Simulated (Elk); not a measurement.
**Fixed-spin-moment curve of Cobalt**

How stiff is the moment of Cobalt, and are there other minima?

Calculated with Elk 11.2.3 (patched build); PBE; all-electron APW+lo, Dirac cores, scalar-relativistic bands.

## Step 1: The starting structure

It takes space group P6_3/mmc (No. 194, hexagonal). Conventional cell: a = 2.507 Å, b = 2.507 Å, c = 4.070 Å, α = 90.00°, β = 90.00°, γ = 120.00°. Co has 12 Co at 2.50 to 2.51 Å nearest.

## Step 2: Unconstrained state

The free run shows where the moment settles by itself and gives the state from which the held runs start.

The last three numbers of an atom's line are a seed field in its sphere. It points against the wanted moment and shrinks by the factor reducebf each loop.

File elk.in:

```
tasks
  0

xctype
  20

rgkmax
  7.0

nempty
  14

swidth
  0.003

reducebf
  0.5

epsengy
  1e-05

maxscl
  120

lmaxi
  2

spincore
  .true.

spinpol
  .true.

sppath
  './'

avec
  4.73829928489 0.00000000000 0.00000000000
  -2.36914964244 4.10348755135 0.00000000000
  0.00000000000 0.00000000000 7.69099635461

atoms
  1
  'Co.in'
  2
  0.3333333333 0.6666666667 0.2500000000   0.000000 0.000000 -0.150000
  0.6666666667 0.3333333333 0.7500000000   0.000000 0.000000 -0.150000

ngridk
  12 12 6
```

On the command line:

```console
> OMP_NUM_THREADS=2 elk
```

Numbers of over 12 decimals in the logs are rounded to 6 here.

Output:

```text
Warning(gndstate): core states of species 1 leak from the muffin-tin :   0.6707378403E-03

--- INFO.OUT ---
┌─────────────────────────┐
│ Elk code version 11.2.3 │
└─────────────────────────┘

All units are atomic (Hartree, Bohr, etc.)

┌─────────────────────────────────────────────────┐
│ Ground-state run starting from atomic densities │
└─────────────────────────────────────────────────┘

Lattice vectors :
   4.738299285       0.000000000       0.000000000
  -2.369149642       4.103487551       0.000000000
   0.000000000       0.000000000       7.690996355

Reciprocal lattice vectors :
   1.326042305      0.7655908820      -0.000000000
   0.000000000       1.531181764       0.000000000
   0.000000000      -0.000000000      0.8169533592

Unit cell volume      :    149.5402886
Brillouin zone volume :    1.658751737

Muffin-tin inner radius fraction :   0.1000000000E-01

Nuclei treated as point charges

Species : 1 (Co)
 parameters loaded from : Co.in
 name : cobalt
 nuclear charge    :   -27.00000000
 electronic charge :    27.00000000
 atomic mass :    107428.6517
 muffin-tin radius :    2.334644196
 number of radial points in muffin-tin :    993
 inner part over the whole radius :   0.9921812145E-02
 number on inner part of muffin-tin    :    700
 approximate nuclear radius :   0.7243775530E-04
 number of mesh points to nuclear radius :    334
 atomic positions (lattice), magnetic fields (Cartesian) :
  1 :   0.33333333  0.16666667  0.25000000    0.00000000  0.00000000 -0.15000000
  2 :  -0.33333333 -0.16666667 -0.25000000    0.00000000  0.00000000 -0.15000000

Total number of atoms per unit cell :    2
Total muffin-tin volume :    106.6057705
 ratio of muffin-tin to unit cell volume :   0.7128899609

Spin treatment :
 spin-polarised
 spin-polarised core states
 global magnetic field (Cartesian) :    0.000000000       0.000000000       0.000000000
 collinear magnetisation in z-direction

Number of Bravais lattice symmetries :   24
Number of crystal symmetries         :   24
Crystal has inversion symmetry
Real symmetric eigensolver will be used

k-point grid :     12    12     6
k-point offset :    0.000000000       0.000000000       0.000000000
k-point set is reduced with full crystal symmetry group
Total number of k-points :       76

Muffin-tin radius times maximum |G+k| :    7.000000000
 using average radius
Maximum |G+k| for APW functions       :    2.998315551
Maximum (1/2)|G+k|²                   :    4.494948072
Maximum |G| for potential and density :    12.00000000
Constant for pseudocharge density :    7
 order of it for each species :   14
 order of it for pair densities of each species (exact exchange by exxq0 0: 14) :   10
Radial integration step length :    1

G-vector grid sizes :     20    20    30
Number of G-vectors :     4331

Maximum angular momentum used for
 APW functions            :    8
 outer part of muffin-tin :    6
 inner part of muffin-tin :    2

Total nuclear charge    :   -54.00000000
Total core charge       :    24.00000000
Total valence charge    :    30.00000000
Total excess charge     :    0.000000000
Total electronic charge :    54.00000000

Effective Wigner radius, rₛ :   0.8711480090

Number of empty states         :     28
Total number of valence states :     88
Total number of core states    :     24

Third-order local-orbitals added for an l without core states : T
Total number of local-orbitals :     44

Exchange-correlation functional :     20     0     0
 Perdew-Burke-Ernzerhof, Phys. Rev. Lett. 77, 3865 (1996)
 gradient requirement :    1
 generalised gradient approximation (GGA)

Smearing type :    3
 Fermi-Dirac
Smearing width :   0.3000000000E-02
Effective electronic temperature (K) :    947.3250744

Mixing type :    3
 Broyden mixing, J. Phys. A: Math. Gen. 17, L317 (1984)

Kohn-Sham potential initialised from atomic data

┌──────────────────────────────┐
│ Self-consistent loop started │
└──────────────────────────────┘

┌─────────────────┐
│ Loop number : 1 │
└─────────────────┘

Energies :
 Fermi                       :     0.209380
 sum of occupied eigenvalues :     -1612.4089319614
 electron kinetic            :      2825.0867012517
 core electron kinetic       :      2558.1731566990
 Coulomb                     :     -5493.1015428606
 Coulomb potential           :     -4281.9847598992
 nuclear-nuclear             :     -499.77031406297
 electron-nuclear            :     -5725.2051921913
 Hartree                     :      731.87396339360
 Madelung                    :     -3352.1091629110
 xc potential                :     -155.27773483215
 xc effective B-field        :    -0.169055
 external B-field            :      0.000000
 exchange                    :     -116.59477765293
 correlation                 :     -2.549032
 electron entropic           :    -0.16258716005491E-02
 total energy                :     -2787.1602775943
 (external B-field energy excluded from total)

Density of states at Fermi energy :    55.01935769
 (states/Hartree/unit cell)

Estimated indirect band gap :   0.1621587633E-03
 from k-point 2 to k-point 2
Estimated direct band gap   :   0.1621587633E-03
 at k-point 2

Charges :
 core                        :    24.00000000
 valence                     :    30.00000000
 interstitial                :    1.795260955
 muffin-tins (core leakage)
  species : 1 (Co)
   atom 1                    :    26.10236952     (  0.6921117589E-03)
   atom 2                    :    26.10236952     (  0.6921117589E-03)
 total in muffin-tins        :    52.20473905
 total calculated charge     :    53.99706385
 total charge                :    54.00000000
 error                       :   0.2936152040E-02

Moments :
 interstitial                :  -0.1008829641
 muffin-tins
  species : 1 (Co)
   atom 1                    :    1.951581171
   atom 2                    :    1.951581171
 total in muffin-tins        :    3.903162342
 total moment                :    3.802279378

┌─────────────────┐
│ Loop number : 2 │
└─────────────────┘

Energies :
 Fermi                       :     0.209861
 sum of occupied eigenvalues :     -1612.3977567682
 electron kinetic            :      2823.2141824741
 core electron kinetic       :      2557.0876747458
 Coulomb                     :     -5493.2204469352
 Coulomb potential           :     -4281.9249342555
 nuclear-nuclear             :     -499.77031406297
 electron-nuclear            :     -5725.5035273984
 Hartree                     :      732.05339452615
 Madelung                    :     -3352.2579798075
 xc potential                :     -153.47278707905
 xc effective B-field        :    -0.170451
 external B-field            :      0.000000
 exchange                    :     -116.60677987750
 correlation                 :     -2.548968
 electron entropic           :    -0.16259168690571E-02
 total energy                :     -2789.1636378996
 (external B-field energy excluded from total)

Density of states at Fermi energy :    54.99453253
 (states/Hartree/unit cell)

Estimated indirect band gap :   0.7652966811E-03
 from k-point 2 to k-point 27
Estimated direct band gap   :   0.3707439936E-02
 at k-point 50

Charges :
 core                        :    24.00000000
 valence                     :    30.00000000
 interstitial                :    1.791825455
 muffin-tins (core leakage)
  species : 1 (Co)
   atom 1                    :    26.10408727     (  0.6905024735E-03)
   atom 2                    :    26.10408727     (  0.6905024735E-03)
 total in muffin-tins        :    52.20817454
 total calculated charge     :    53.99706675
 total charge                :    54.00000000
 error                       :   0.2933249783E-02

Moments :
 interstitial                :  -0.1012784299
 muffin-tins
  species : 1 (Co)
   atom 1                    :    1.947991433
   atom 2                    :    1.947991433
 total in muffin-tins        :    3.895982866
 total moment                :    3.794704437

RMS change in Kohn-Sham potential (target) :    5.512881113     (  0.1000000000E-05)
Absolute change in total energy (target)   :    2.003360305     (  0.1000000000E-04)

[... loops 3 to 17 left out ...]

┌──────────────────┐
│ Loop number : 18 │
└──────────────────┘

Energies :
 Fermi                       :     0.302524
 sum of occupied eigenvalues :     -1607.0299699831
 electron kinetic            :      2828.1914342083
 core electron kinetic       :      2558.2627500245
 Coulomb                     :     -5495.7323994936
 Coulomb potential           :     -4280.1634030640
 nuclear-nuclear             :     -499.77031406297
 electron-nuclear            :     -5732.3472304605
 Hartree                     :      736.38514502989
 Madelung                    :     -3355.6506979615
 xc potential                :     -154.92476528473
 xc effective B-field        :    -0.133236
 external B-field            :      0.000000
 exchange                    :     -116.85507595318
 correlation                 :     -2.549683
 electron entropic           :    -0.15839197087291E-02
 total energy                :     -2786.9473079842
 (external B-field energy excluded from total)

Density of states at Fermi energy :    53.33030155
 (states/Hartree/unit cell)

Estimated indirect band gap :   0.3720396051E-03
 from k-point 63 to k-point 27
Estimated direct band gap   :   0.1790957810E-02
 at k-point 22

Charges :
 core                        :    24.00000000
 valence                     :    30.00000000
 interstitial                :    1.693294813
 muffin-tins (core leakage)
  species : 1 (Co)
   atom 1                    :    26.15335259     (  0.6707378415E-03)
   atom 2                    :    26.15335259     (  0.6707378415E-03)
 total in muffin-tins        :    52.30670519
 total calculated charge     :    53.99708664
 total charge                :    54.00000000
 error                       :   0.2913363767E-02

Moments :
 interstitial                :  -0.1031204309
 muffin-tins
  species : 1 (Co)
   atom 1                    :    1.721098480
   atom 2                    :    1.721098480
 total in muffin-tins        :    3.442196959
 total moment                :    3.339076529

RMS change in Kohn-Sham potential (target) :   0.1727342237E-06 (  0.1000000000E-05)
Absolute change in total energy (target)   :   0.6869736353E-06 (  0.1000000000E-04)

Convergence targets achieved

┌──────────────────┐
│ Loop number : 19 │
└──────────────────┘

Energies :
 Fermi                       :     0.302524
 sum of occupied eigenvalues :     -1607.0299700981
 electron kinetic            :      2828.1914354270
 core electron kinetic       :      2558.2627495021
 Coulomb                     :     -5495.7324016210
 Coulomb potential           :     -4280.1634028124
 nuclear-nuclear             :     -499.77031406297
 electron-nuclear            :     -5732.3472347009
 Hartree                     :      736.38514714289
 Madelung                    :     -3355.6507002147
 xc potential                :     -154.92476683158
 xc effective B-field        :    -0.133236
 external B-field            :      0.000000
 exchange                    :     -116.85507613760
 correlation                 :     -2.549683
 electron entropic           :    -0.15839208773085E-02
 total energy                :     -2786.9473090749
 (external B-field energy excluded from total)

Density of states at Fermi energy :    53.33033587
 (states/Hartree/unit cell)

Estimated indirect band gap :   0.3721231076E-03
 from k-point 63 to k-point 27
Estimated direct band gap   :   0.1790981921E-02
 at k-point 22

Charges :
 core                        :    24.00000000
 valence                     :    30.00000000
 interstitial                :    1.693294771
 muffin-tins (core leakage)
  species : 1 (Co)
   atom 1                    :    26.15335261     (  0.6707378403E-03)
   atom 2                    :    26.15335261     (  0.6707378403E-03)
 total in muffin-tins        :    52.30670523
 total calculated charge     :    53.99708664
 total charge                :    54.00000000
 error                       :   0.2913363520E-02

Moments :
 interstitial                :  -0.1031219535
 muffin-tins
  species : 1 (Co)
   atom 1                    :    1.721097198
   atom 2                    :    1.721097198
 total in muffin-tins        :    3.442194396
 total moment                :    3.339072442

┌──────────────────────────────┐
│ Self-consistent loop stopped │
└──────────────────────────────┘

Warning : core states of species 1 leak from the muffin-tin :   0.6707378403E-03

Wrote STATE.OUT
```

It took 1.8 min on 2 threads of Arm Neoverse V2, shared host; peak memory 0.14 GiB.

Numbers from this step:

* density of states at the Fermi level: 1.960 states/eV/cell
* moment between the spheres: -0.1031 μB
* magnetization: 3.339 μB
* final state: ferromagnetic
* largest moment: 1.721 μB

After 19 cycles the largest moment stands at 1.72 μB.

(Part 1 of 2 ends here.)

[Logs and program files are shortened in this print: banners, set-up blocks, solver, clock and traceback lines can be left out without a mark of their own.]

[Logs are printed without paths, hosts, clocks, repeated set-up lines and the standing remarks that a program may print on its own settings, such as how far it seeks lower states.]

[Hosts, paths, dates, database ids (printed as entryN), source tags and the programs' standing remarks are cut or masked in the printed files.]

[Where a cell is said to come from a database of computed structures, the database is the Materials Project.]
